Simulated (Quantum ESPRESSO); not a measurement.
# CsSrF3 (Pm-3m): zone-centre phonons, part 3 of 3

Aim: the zone-centre modes of CsSrF3 (Pm-3m).

Quantum ESPRESSO 7.5; DFT LDA, scalar-relativistic, plane waves, PseudoDojo norm-conserving pseudopotentials.

So far, lowest optical zone-centre mode (cm⁻¹): step 6 (zone-centre analysis) 10.3. The relaxed cell has a = 4.645 Å (conventional setting).

## 7. Sum rules set otherwise (asr crystal)

The rule can be imposed in more than one way; the choices should agree where the raw error is small.

dynmat.in reads:

```
&input
   fildyn = 'g.dyn'
   asr = 'crystal'
   fileig = 'dynmat.eig'
   lperm = .true.
/
```

Command:

```sh
> dynmat.x -in dynmat.in > dynmat.out
```

Output:

```text
[banner, memory and clock lines left out]
Program DYNMAT v.7.5

     Reading Dynamical Matrix from file g.dyn
     ...Force constants read
     ...epsilon and Z* read
     Acoustic Sum Rule: || Z*(ASR) - Z*(orig)|| =    6.701852E-03
     Acoustic Sum Rule: ||dyn(ASR) - dyn(orig)||=    3.260588E-05
     A direction for q was not specified:TO-LO splitting will be absent

     Polarizability (A^3 units)
     multiply by 0.688164 for Clausius-Mossotti correction
        10.840365    0.000000    0.000000
         0.000000   10.840365    0.000000
         0.000000    0.000000   10.840365

     IR activities are in (D/A)^2/amu units

# mode   [cm-1]    [THz]      IR
    1     -0.00   -0.0000    0.0000
    2      0.00    0.0000    0.0000
    3      0.00    0.0000    0.0000
    4     10.23    0.3068    2.1540
    5     10.23    0.3068    2.1540
    6     10.23    0.3068    2.1540
    7     22.36    0.6705    0.0000
    8     22.36    0.6705    0.0000
    9     22.36    0.6705    0.0000
   10    108.03    3.2387    1.3397
   11    108.03    3.2387    1.3397
   12    108.03    3.2387    1.3397
   13    387.39   11.6136    4.6491
   14    387.39   11.6136    4.6491
   15    387.39   11.6136    4.6491

Electronic dielectric permittivity tensor (relative, adimensional)
         2.359424    0.000000    0.000000
         0.000000    2.359424    0.000000
         0.000000    0.000000    2.359424

 ... with zone-center polar mode contributions
         5.461954    0.000000    0.000000
         0.000000    5.461954   -0.000000
         0.000000   -0.000000    5.461954

[end of the log left out, with the tail of the file of modes that dynmat.x writes under the same name]
```

Wall time 0.65 s (1 thread of Intel Xeon at 2.70GHz, shared host).

This step gave:

```
lowest optical zone-centre mode : 10.23 cm⁻¹
```

Zone-centre frequencies as printed; negative means imaginary. Modes:

```tsv
mode	frequency (cm⁻¹)
1	0
2	0
3	0
4	10.23
5	10.23
6	10.23
7	22.36
8	22.36
9	22.36
10	108
11	108
12	108
13	387.4
14	387.4
15	387.4
```

Against the first rule no mode moves by more than 0.4 cm⁻¹.

## 8. Sum rules set otherwise (asr no)

Without the rule the raw error of the acoustic modes shows.

dynmat.in reads:

```
&input
   fildyn = 'g.dyn'
   asr = 'no'
   fileig = 'dynmat.eig'
   lperm = .true.
/
```

Command:

```sh
> dynmat.x -in dynmat.in > dynmat.out
```

Output:

```text
[banner, memory and clock lines left out]
Program DYNMAT v.7.5

     Reading Dynamical Matrix from file g.dyn
     ...Force constants read
     ...epsilon and Z* read
     A direction for q was not specified:TO-LO splitting will be absent

     Polarizability (A^3 units)
     multiply by 0.688164 for Clausius-Mossotti correction
        10.840365    0.000000    0.000000
         0.000000   10.840365    0.000000
         0.000000    0.000000   10.840365

     IR activities are in (D/A)^2/amu units

# mode   [cm-1]    [THz]      IR
    1     -1.21   -0.0362    0.0033
    2     -1.21   -0.0362    0.0033
    3     -1.21   -0.0362    0.0033
    4      9.99    0.2994    2.1575
    5      9.99    0.2994    2.1575
    6      9.99    0.2994    2.1575
    7     22.36    0.6705    0.0000
    8     22.36    0.6705    0.0000
    9     22.36    0.6705    0.0000
   10    108.02    3.2385    1.3405
   11    108.02    3.2385    1.3405
   12    108.02    3.2385    1.3405
   13    387.39   11.6135    4.6543
   14    387.39   11.6135    4.6543
   15    387.39   11.6135    4.6543

Electronic dielectric permittivity tensor (relative, adimensional)
         2.359424    0.000000    0.000000
         0.000000    2.359424    0.000000
         0.000000    0.000000    2.359424

 ... with zone-center polar mode contributions
         5.464537   -0.000000   -0.000000
        -0.000000    5.464537   -0.000000
        -0.000000   -0.000000    5.464537

[end of the log left out, with the tail of the file of modes that dynmat.x writes under the same name]
```

It took 0.67 s on 1 thread.

Numbers from this step:

```
lowest optical zone-centre mode : 9.99 cm⁻¹
```

Zone-centre frequencies as printed; negative means imaginary. Modes:

```tsv
mode	frequency (cm⁻¹)
1	-1.21
2	-1.21
3	-1.21
4	9.99
5	9.99
6	9.99
7	22.36
8	22.36
9	22.36
10	108
11	108
12	108
13	387.4
14	387.4
15	387.4
```

Against the first rule no mode moves by more than 1.3 cm⁻¹.

## 9. The LO-TO splitting (1 0 0)

A longitudinal polar mode sets up a macroscopic field that stiffens it; the term hangs on the direction from which q goes to zero.

dynmat.in reads:

```
&input
   fildyn = 'g.dyn'
   asr = 'simple'
   fileig = 'dynmat.eig'
   q(1) = 1.0
   q(2) = 0.0
   q(3) = 0.0
/
```

Command:

```sh
> dynmat.x -in dynmat.in > dynmat.out
```

Output:

```text
[banner, memory and clock lines left out]
Program DYNMAT v.7.5

     Reading Dynamical Matrix from file g.dyn
     ...Force constants read
     ...epsilon and Z* read

     Polarizability (A^3 units)
     multiply by 0.688164 for Clausius-Mossotti correction
        10.840365    0.000000    0.000000
         0.000000   10.840365    0.000000
         0.000000    0.000000   10.840365

     IR activities are in (D/A)^2/amu units

# mode   [cm-1]    [THz]      IR
    1     -0.00   -0.0000    0.0000
    2     -0.00   -0.0000    0.0000
    3      0.00    0.0000    0.0000
    4     10.31    0.3089    2.1533
    5     10.31    0.3089    2.1533
    6     22.66    0.6794    0.0000
    7     22.66    0.6794    0.0000
    8     22.66    0.6794    0.0000
    9     76.58    2.2959    0.1172
   10    108.04    3.2390    1.3406
   11    108.04    3.2390    1.3406
   12    171.36    5.1373    1.7266
   13    387.39   11.6137    4.6488
   14    387.39   11.6137    4.6488
   15    447.30   13.4097    6.2990

[end of the log left out, with the tail of the file of modes that dynmat.x writes under the same name]
```

Wall time 0.71 s (1 thread).

Numbers from this step:

```
highest mode moved by the LO-TO term : 447.3 cm⁻¹
```

Zone-centre frequencies as printed; negative means imaginary. Modes:

```tsv
mode	frequency (cm⁻¹)
1	0
2	0
3	0
4	10.31
5	10.31
6	22.66
7	22.66
8	22.66
9	76.58
10	108
11	108
12	171.4
13	387.4
14	387.4
15	447.3
```

The field moves 3 modes; the highest of them now lies at 447 cm⁻¹, where the highest that moved away lay at 387.

## 10. Outcome

```json
{"space group after relaxation": "Pm-3m", "volume per atom": "20.0 Å³", "gap on the k-mesh": "6.34 eV", "highest optical zone-centre mode (no LO-TO term)": "387.4 cm⁻¹", "lowest optical zone-centre mode": "10.3 cm⁻¹", "highest mode moved by the LO-TO term": "447.3 cm⁻¹", "mean high-frequency dielectric constant": "2.36", "largest Born charge in size (third of the trace)": "2.48 e", "imaginary optical modes at the zone centre (no q mesh in this session)": "none"}
```

In words: At the LDA level the optical modes of CsSrF3 (Pm-3m) at the zone centre (no LO-TO term) run from 10 to 387 cm⁻¹. Along the directions run, the highest mode that the macroscopic field moves lies at 447 cm⁻¹. No static dielectric constant is given: the sum that dynmat.x prints leaves out imaginary modes and those under about 10 cm⁻¹. The lowest optical mode, 10.3 cm⁻¹, is so soft that its value and sign are not settled by this run. Of the 12 optical modes, 9 are infrared active alone and 3 are silent. These are harmonic frequencies at zero temperature: anharmonic shifts and linewidths and thermal expansion are left out. Spin-orbit coupling is left out, which can matter for the heavy elements here. The structure comes from a database and need not be the phase that is stable at ambient conditions.

[Host names and launcher messages were left out of these logs when they were recorded.]

[Logs are printed without paths, hosts, clocks, repeated set-up lines and the standing remarks that a program may print on its own settings, such as how far it seeks lower states.]

[Hosts, paths, dates, database ids (printed as entryN), source tags and the programs' standing remarks are cut or masked in the printed files.]
